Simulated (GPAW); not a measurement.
# Ti K ELNES/XANES of BaTiO3 (P4mm) from DFT, part 2 of 3

Aim: the near-edge shape at the Ti K edge of BaTiO3 (P4mm), and what the core hole does to it.

GPAW 26.7.0; X-ray absorption from dipole matrix elements to empty bands, plane-wave PAW LDA+U.

So far. Step 2 (Ground state of the crystal): The mesh shows a gap of 1.98 eV, so the hole is first treated in a charged cell, without the excited electron. Step 3 (Spectrum without a core hole, Ti atom 2): Main maxima below 30 eV (height): 4.8 eV (0.48), 12.7 eV (2.17), 18.2 eV (2.13) and 25.7 eV (2.14). A K edge sees empty p states. The weak features of the first eV are p character mixed into the empty d bands; the main 4p edge lies above them.

The database entry behind the starting cell differs from later determinations by our own check (c/a about 0.6 % short), so it need not match the best structure at ambient conditions.

## Step 5: Spectrum with FCH, Ti atom 2

The holes are 5.7 Å apart. In GPAW the data set carries the hole's charge, so charge=0 means a charged cell and charge=-1 a neutral one. The excited electron is left out and a uniform background balances the charge. After the field has converged, empty bands are computed with the density fixed and the dipole matrix elements are summed.

File xas.py:

```python
import numpy as np
from ase import Atoms
from ase.parallel import parprint, paropen
from gpaw import GPAW, PW, FermiDirac, Mixer, MixerDif, setup_paths
from gpaw.test import gen
setup_paths.insert(0, '.')
gen('Ti', name='fch1s', xcname='LDA', corehole=(1, 0, 1), write_xml=True)
from gpaw.mpi import world
world.barrier()

atoms = Atoms('Ba2Ti2O6',
    cell=[[-3.9998, 3.9998, 0],
     [-3.9998, -3.9998, 0],
     [3.9998, 0, 4.018]],
    scaled_positions=[[0, 0, 0],
     [0.5, 0.5, 0],
     [0.245, 0.745, 0.49],
     [0.745, 0.245, 0.49],
     [0.5085, 0.0085, 0.517],
     [0.0085, 0.5085, 0.517],
     [0.0085, 0.0085, 0.517],
     [0.5085, 0.5085, 0.517],
     [0.0095, 0.5095, 0.019],
     [0.5095, 0.0095, 0.019]],
    pbc=True)
atoms.calc = calc = GPAW(legacy_gpaw=True, mode=PW(500, force_complex_dtype=True), xc='LDA', setups={'Ti': ':d,2', 2: 'fch1s:d,2'},
    kpts={'size': (5, 5, 5), 'gamma': True}, occupations=FermiDirac(0.02),
    charge=0, mixer=Mixer(0.05, 8, 50), maxiter=150,
    convergence={'density': 0.0001, 'eigenstates': 1e-6}, txt='scf.txt')
energy = atoms.get_potential_energy() + calc.get_reference_energy()
ef = calc.get_fermi_level()
out = dict(energy=energy, fermi=ef, forces=atoms.get_forces().tolist())
parprint(f'all-electron energy {energy:.4f} eV, Fermi level {ef:.4f} eV')
ev = np.array([[calc.get_eigenvalues(k, s) for k in range(len(calc.get_ibz_k_points()))] for s in range(calc.get_number_of_spins())])
out['homo'], out['lumo'], out['counts'] = ev[ev < ef].max(), ev[ev > ef].min(), sorted(set((ev < ef).sum((0, 2)).tolist()))
out['filled'] = (ev[:, 0] < ef).sum(1).tolist()

from ase.units import Ha
from gpaw.xas import dipole_matrix_elements
nb = int(calc.get_number_of_electrons() / 2) + 90
top, nb = nb, nb + 8 + nb // 12
nscf = calc.fixed_density(kpts={'size': (6, 6, 6), 'gamma': True}, nbands=nb,
    convergence={'bands': top, 'eigenstates': 5e-3}, maxiter=60, txt='nscf.txt')
cell = atoms.cell.array
ops = [cell.T @ U.T @ np.linalg.inv(cell.T) for U in nscf.wfs.kd.symmetry.op_scc]
filled = [40]  # bands filled in the ground state, by spin
E = np.arange(-6, 34, 0.1)
fwhm = np.interp(E, [4, 25], [0.94, 3.5])
Y, X, zero, highest = 0, 0, 1e9, 1e9
for spin in range(nscf.get_number_of_spins()):
    wfs = nscf.wfs
    mine = wfs.bd.get_slice()  # this rank's bands
    A = dipole_matrix_elements(wfs.setups[2])
    eps = np.zeros((wfs.kd.nibzkpts, nb))
    d = np.zeros((3, A.shape[1], wfs.kd.nibzkpts, nb), complex)
    for kpt in wfs.kpt_u:
        if kpt.s == spin and 2 in kpt.P_ani:
            eps[kpt.k, mine] = kpt.eps_n * Ha
            d[:, :, kpt.k, mine] = (kpt.weight * wfs.nspins / 2) ** 0.5 * np.inner(A, kpt.P_ani[2])
    world.sum(eps)
    world.sum(d)
    T = np.einsum('amkn,bmkn->abkn', d, d.conj()).real
    T = sum(np.einsum('ai,ijkn,bj->abkn', R, T, R) for R in ops) / len(ops)
    empty = np.ones_like(eps, bool) & (np.arange(nb) >= filled[spin])
    zero, highest = min(zero, eps[empty].min()), min(highest, eps[:, top - 1].min())
    lines = [(eps, T, empty)] if spin == 0 else lines + [(eps, T, empty)]
for eps, T, empty in lines:
    f = np.einsum('aakn->akn', T).reshape(3, -1)
    x = eps.ravel() - zero
    w = np.interp(x, E, fwhm) / 2.35482
    g = np.exp(-0.5 * ((E[:, None] - x) / w) ** 2) / (w * (2 * np.pi) ** 0.5)
    Y = Y + (f * empty.ravel()) @ g.T
    X = X + (f * ~empty.ravel()) @ g.T
out.update(E=E.round(2).tolist(), xas=Y.tolist(), xes=X.tolist(), zero=zero, valid=highest - zero, nk=len(eps), nb=nb)
for i in range(0, len(E), 10):
    parprint(f'{E[i]:7.2f}', *(f'{v:10.3e}' for v in Y[:, i]))
import json
with paropen('out.json', 'w') as f:
    json.dump(out, f)
```

The run is started by

```console
> OMP_NUM_THREADS=1 mpirun -n 4 gpaw python xas.py
```

Numbers of over 12 decimals in the logs are rounded to 6 here.

The log of the run:

```text
Input parameters:
  convergence: {density: 0.0001,
                eigenstates: 1e-06}
  kpts: {gamma: True,
         size: (5, 5, 5)}
  maxiter: 150
  mixer: {backend: pulay,
          beta: 0.05,
          method: separate,
          nmaxold: 8,
          weight: 50}
  mode: {ecut: 500.0,
         force_complex_dtype: True,
         name: pw}
  occupations: {fixmagmom: False,
                name: fermi-dirac,
                width: 0.02}
  setups: {2: fch1s:d,2,
           Ti: :d,2}

Initialize ...

[... PAW data sets ...]

Reference energy: -495748.554291  # eV

Spin-paired calculation

[... convergence settings ...]
Symmetries present (total): 4
  [... symmetry matrices ...]

125 k-points: 5 x 5 x 5 Monkhorst-Pack grid
27 k-points in the irreducible part of the Brillouin zone
       k-points in crystal coordinates                weights
   0:     0.00000000    0.00000000    0.00000000          1/125
   1:     0.00000000    0.00000000    0.20000000          2/125
   2:     0.00000000    0.00000000    0.40000000          2/125
   3:     0.00000000    0.20000000    0.00000000          4/125
   4:     0.00000000    0.20000000    0.20000000          4/125
   5:     0.00000000    0.20000000    0.40000000          2/125
   6:     0.00000000    0.40000000   -0.20000000          2/125
   7:     0.00000000    0.40000000    0.00000000          4/125
   8:     0.00000000    0.40000000    0.40000000          4/125
   9:     0.20000000    0.00000000    0.00000000          4/125
          ...
  26:     0.40000000    0.40000000    0.40000000          8/125

Wave functions: Plane wave expansion
  Cutoff energy: 500.000 eV
  Number of coefficients (min, max): 3250, 3287
  Pulay-stress correction: 0.000000 eV/Ang^3 (de/decut=0.000000)
  Using FFTW library
  Wavefunction extrapolation:
    Improved wavefunction reuse through dual PAW basis

Occupation numbers: Fermi-Dirac:
  width: 0.0200  # eV

Eigensolver
   Davidson(niter=2)

Densities:
  Coarse grid: 30*30*30 grid
  Fine grid: 60*60*60 grid
  Total Charge: 1.000000

Density mixing:
  Method: separate
  Backend: pulay
  Linear mixing parameter: 0.05
  old densities: 8
  Width of damping distribution: 1.1
  Damping of long wavelength oscillations: 50

[... Hamiltonian set-up ...]
Number of atoms: 10
Number of atomic orbitals: 60
Number of bands in calculation: 52
Number of valence electrons: 80
Bands to converge: occupied

... initialized

Initializing position-dependent things.

Density initialized from atomic densities
Creating initial wave functions:
  52 bands from LCAO basis set

               Ti   O
              O        O
            Ti O O
         Ba       Ba
            O

Atomic positions and initial magnetic moments

Positions:
   0 Ba     0.000000    0.000000    0.000000    ( 0.0000,  0.0000,  0.0000)
   1 Ba    -3.999800    0.000000    0.000000    ( 0.0000,  0.0000,  0.0000)
   2 Ti    -1.999900   -1.999900    1.968820    ( 0.0000,  0.0000,  0.0000)
   3 Ti    -1.999900    1.999900    1.968820    ( 0.0000,  0.0000,  0.0000)
   4 O      0.000000    1.999900    2.077306    ( 0.0000,  0.0000,  0.0000)
   5 O      0.000000   -1.999900    2.077306    ( 0.0000,  0.0000,  0.0000)
   6 O      1.999900   -0.000000    2.077306    ( 0.0000,  0.0000,  0.0000)
   7 O     -1.999900   -0.000000    2.077306    ( 0.0000,  0.0000,  0.0000)
   8 O     -1.999900   -1.999900    0.076342    ( 0.0000,  0.0000,  0.0000)
   9 O     -1.999900    1.999900    0.076342    ( 0.0000,  0.0000,  0.0000)

Unit cell:
           periodic     x           y           z      points  spacing
  1. axis:    yes   -3.999800    3.999800    0.000000    30     0.1542
  2. axis:    yes   -3.999800   -3.999800    0.000000    30     0.1542
  3. axis:    yes    3.999800    0.000000    4.018000    30     0.1339

  Lengths:   5.656571   5.656571   5.669455
  Angles:  119.924854 119.924854  90.000000

Effective grid spacing dv^(1/3) = 0.1682

iter:   1  -110.729599
iter:   2  -107.755832   -1.04  -1.02
iter:   3  -101.332186   -0.81  -1.07
iter:   4  -101.186255   -1.37  -1.34
iter:   5  -101.198611   -2.10  -1.45
iter:   6  -100.966387   -1.72  -1.49
iter:   7  -101.119234   -1.90  -1.68
iter:   8  -101.022315   -3.28  -1.85
iter:   9  -100.805486   -2.54  -1.94
iter:  10  -100.799310   -3.08  -2.38
iter:  11  -100.794315c  -3.72  -2.60
iter:  12  -100.793414c  -4.25  -2.75
iter:  13  -100.795254c  -4.09  -3.09
iter:  14  -100.794176c  -3.91  -2.94
iter:  15  -100.792790c  -4.78  -3.03
iter:  16  -100.792837c  -5.71  -3.54
iter:  17  -100.792811c  -5.70  -3.53
iter:  18  -100.792806c  -6.66c -3.48
iter:  19  -100.792756c  -6.12c -3.54
iter:  20  -100.792752c  -6.84c -3.79
iter:  21  -100.792741c  -6.49c -3.82
iter:  22  -100.792739c  -7.16c -4.10c

Converged after 22 iterations.

Dipole moment: (3.832420, 0.130946, -5.410202) |e|*Ang

Energy contributions relative to reference atoms: (reference = -495748.554291)

Kinetic:        +14.268100
Potential:      -43.292790
External:        +0.000000
XC:             -71.880390
Entropy (-ST):   -0.000000
Local:           +0.112341
SIC:             +0.000000
--------------------------
Free energy:   -100.792739
Extrapolated:  -100.792739

Showing only first 2 kpts
 Kpt  Band  Eigenvalues  Occupancy
  0    38      6.95806    2.00000
  0    39      7.01791    2.00000
  0    40      7.80485    0.00000
  0    41      8.02827    0.00000

  1    38      6.62329    2.00000
  1    39      7.00755    2.00000
  1    40      7.80091    0.00000
[...]
Fermi level: 7.40528

Gap: 0.783 eV
Transition (v -> c):
  (s=0, k=0, n=39, [0.00, 0.00, 0.00]) -> (s=0, k=1, n=40, [0.00, 0.00, 0.20])
Direct/indirect transitions are different
Direct gap: 0.787 eV
Transition at: (s=0, k=0, n=39, [0.00, 0.00, 0.00])

Forces in eV/Ang:
  0 Ba    0.00000   -0.00000    0.05605
  1 Ba    0.00000    0.00000    0.05605
  2 Ti    0.00000    0.00000   -0.61192
  3 Ti    0.00000   -0.00000   -0.48483
  4 O     1.25088   -0.00000   -0.16092
  5 O    -1.25088    0.00000   -0.16092
  6 O    -0.00000    1.25088   -0.16092
  7 O     0.00000   -1.25088   -0.16092
  8 O     0.00000    0.00000    1.95156
  9 O     0.00000    0.00000   -0.32204
Scalar-relativistic atomic LDA calculation for Ti (Titanium, Z=22)
Core hole in 1s state (1s occupation: 1.0)
600 radial gridpoints.
|------------------------------------------------|
|------------------------------------------------|
[... the atom generator's iteration count ...]

Energy contributions:
-------------------------
Kinetic:     +672.671614
XC:           -34.028348
Potential:  -1307.172598
-------------------------
Total:       -668.529332

state      eigenvalue         ekin         rmax
-----------------------------------------------
1s^1.0 :  -187.828620   240.500426        0.045
2s^2.0 :   -22.002726    43.832967        0.262
2p^6.0 :   -18.989232    43.629197        0.209
3s^2.0 :    -2.983269     9.467322        0.829
3p^6.0 :    -2.108060     8.391345        0.840
3d^2.0 :    -0.666650     5.344221        0.850
4s^2.0 :    -0.460559     1.379460        2.509
4p^0.0 :    -0.300118     0.992184        2.957
-----------------------------------------------
(units: Bohr and Hartree)

Generating PAW setup
Kinetic energy of the core from tauc = 593.006445
Cutoffs:
rc(s)=2.400
rc(p)=2.000
rc(d)=2.000
rc(vbar)=1.800
rc(comp)=2.300
rc(nct)=2.400

Kinetic energy of the core states: 589.941539
Charge: 1.0
Core electrons: 9.0
Valence electrons: 12.0
Pseudo-core charge: 0.000000
Shape function alpha=1.890
Pseudo-electron charge 5.350237
state    eigenvalue         norm
--------------------------------
3s(2) :    -2.983269     0.223229
4s(2) :    -0.460559     1.020774
3p(6) :    -2.108060     0.336604
4p(0) :    -0.300118     0.967107
3d(2) :    -0.666650     0.421304
*d    :     0.333350
--------------------------------

Diagonalizing with gridspacing h=0.050

state   all-electron     PAW
-------------------------------
3s:      -2.983269    -2.983558
3p:      -2.108060    -2.108705
3d:      -0.666650    -0.667242
*f:                   -0.026873
-------------------------------
all-electron energy -495849.3470 eV, Fermi level 7.4053 eV
[...]
31.00  4.393e-07  4.393e-07  4.201e-07
  32.00  4.302e-07  4.302e-07  4.121e-07
  33.00  4.219e-07  4.219e-07  4.012e-07
```

It took 95 s on 4 MPI ranks of Intel Xeon Platinum 8488C (Sapphire Rapids), shared host; peak memory 0.47 GiB.

The Ti K spectrum, Ti atom 2, full core hole (charged cell) (energy from the lowest empty level; intensity scaled to a mean of 1 over the first 20 eV; polarised curves are means over the symmetry-equivalent atoms):

| E (eV) | isotropic | ε ⊥ c | ε ∥ c |
| --- | --- | --- | --- |
| -2.00 | 0.00 | 0.00 | 0.00 |
| -1.25 | 0.00 | 0.00 | 0.00 |
| -0.50 | 0.00 | 0.00 | 0.00 |
| 0.25 | 0.01 | 0.02 | 0.00 |
| 1.00 | 0.01 | 0.01 | 0.01 |
| 1.75 | 0.08 | 0.03 | 0.17 |
| 2.50 | 0.24 | 0.12 | 0.48 |
| 3.25 | 0.11 | 0.09 | 0.13 |
| 4.00 | 0.03 | 0.03 | 0.04 |
| 4.75 | 0.39 | 0.36 | 0.45 |
| 5.50 | 0.58 | 0.55 | 0.65 |
| 6.25 | 0.21 | 0.20 | 0.21 |
| 7.00 | 0.17 | 0.18 | 0.15 |
| 7.75 | 0.22 | 0.22 | 0.20 |
| 8.50 | 0.20 | 0.21 | 0.19 |
| 9.25 | 0.17 | 0.18 | 0.16 |
| 10.00 | 0.16 | 0.16 | 0.16 |
| 10.75 | 0.23 | 0.22 | 0.23 |
| 11.50 | 0.47 | 0.46 | 0.50 |
| 12.25 | 1.13 | 1.08 | 1.23 |
| 13.00 | 2.03 | 1.95 | 2.19 |
| 13.75 | 2.57 | 2.51 | 2.68 |
| 14.50 | 2.64 | 2.65 | 2.62 |
| 15.25 | 2.52 | 2.57 | 2.42 |
| 16.00 | 2.32 | 2.36 | 2.23 |
| 16.75 | 2.09 | 2.12 | 2.02 |
| 17.50 | 1.97 | 2.00 | 1.90 |
| 18.25 | 2.05 | 2.09 | 1.97 |
| 19.00 | 2.22 | 2.27 | 2.12 |
| 19.75 | 2.25 | 2.31 | 2.14 |
| 20.50 | 2.09 | 2.15 | 1.98 |
| 21.25 | 1.88 | 1.93 | 1.77 |
| 22.00 | 1.75 | 1.80 | 1.66 |
| 22.75 | 1.74 | 1.78 | 1.67 |
| 23.50 | 1.81 | 1.85 | 1.75 |
| 24.25 | 1.91 | 1.94 | 1.85 |
| 25.00 | 2.00 | 2.03 | 1.93 |
| 25.75 | 2.05 | 2.09 | 1.99 |
| 26.50 | 2.06 | 2.09 | 1.99 |
| 27.25 | 1.99 | 2.02 | 1.92 |
| 28.00 | 1.84 | 1.87 | 1.76 |
| 28.75 | 1.63 | 1.66 | 1.57 |
| 29.50 | 1.44 | 1.47 | 1.38 |
| 30.25 | 1.31 | 1.33 | 1.26 |
| 31.00 | 1.24 | 1.26 | 1.21 |
| 31.75 | 1.22 | 1.24 | 1.19 |

Main maxima below 30 eV (height): 2.5 eV (0.24), 5.3 eV (0.63), 7.8 eV (0.22), 14.3 eV (2.65), 19.5 eV (2.26) and 26.2 eV (2.06). A K edge sees empty p states. The first eV above the zero hold little dipole weight, as the lowest empty bands are of d character; the main edge, of 4p character, rises through 0.6 near 12 eV above the zero.

The hole costs E(hole) − E(ground) = 4963.58 eV, and the lowest empty level of the hole cell on the spectrum's mesh lies at 7.80 eV, which puts the zero at 4971.38 eV. One term is added: -22.68 eV, since the hole is spin-paired here and a spin-polarised one costs that much less in the free atom (computed apart). The photon energy is then 4948.70 eV. The tabulated edge of the element is 4966 eV. The functional and the charged cell's background leave an error in such absolute values: in the free atom LDA prices this hole 13.2 eV below PBE (computed apart), and PBE is itself good to a few eV.

[end of part 2 of 3]

[Banner, clock and machine lines of the logs are left out without a mark of their own.]

[Logs are printed without paths, hosts, clocks, repeated set-up lines and the standing remarks that a program may print on its own settings, such as how far it seeks lower states.]

[Hosts, paths, dates, database ids (printed as entryN), source tags and the programs' standing remarks are cut or masked in the printed files.]

[Lists of maxima count a maximum above −3 eV only where it reaches 4 % of the highest in the window and stands out from its surroundings by 2 % of it (1.5 % where it reaches 55 %); shoulders and weaker maxima are passed over, and of the rest the first, up to two pre-edge ones and the few strongest are named.]
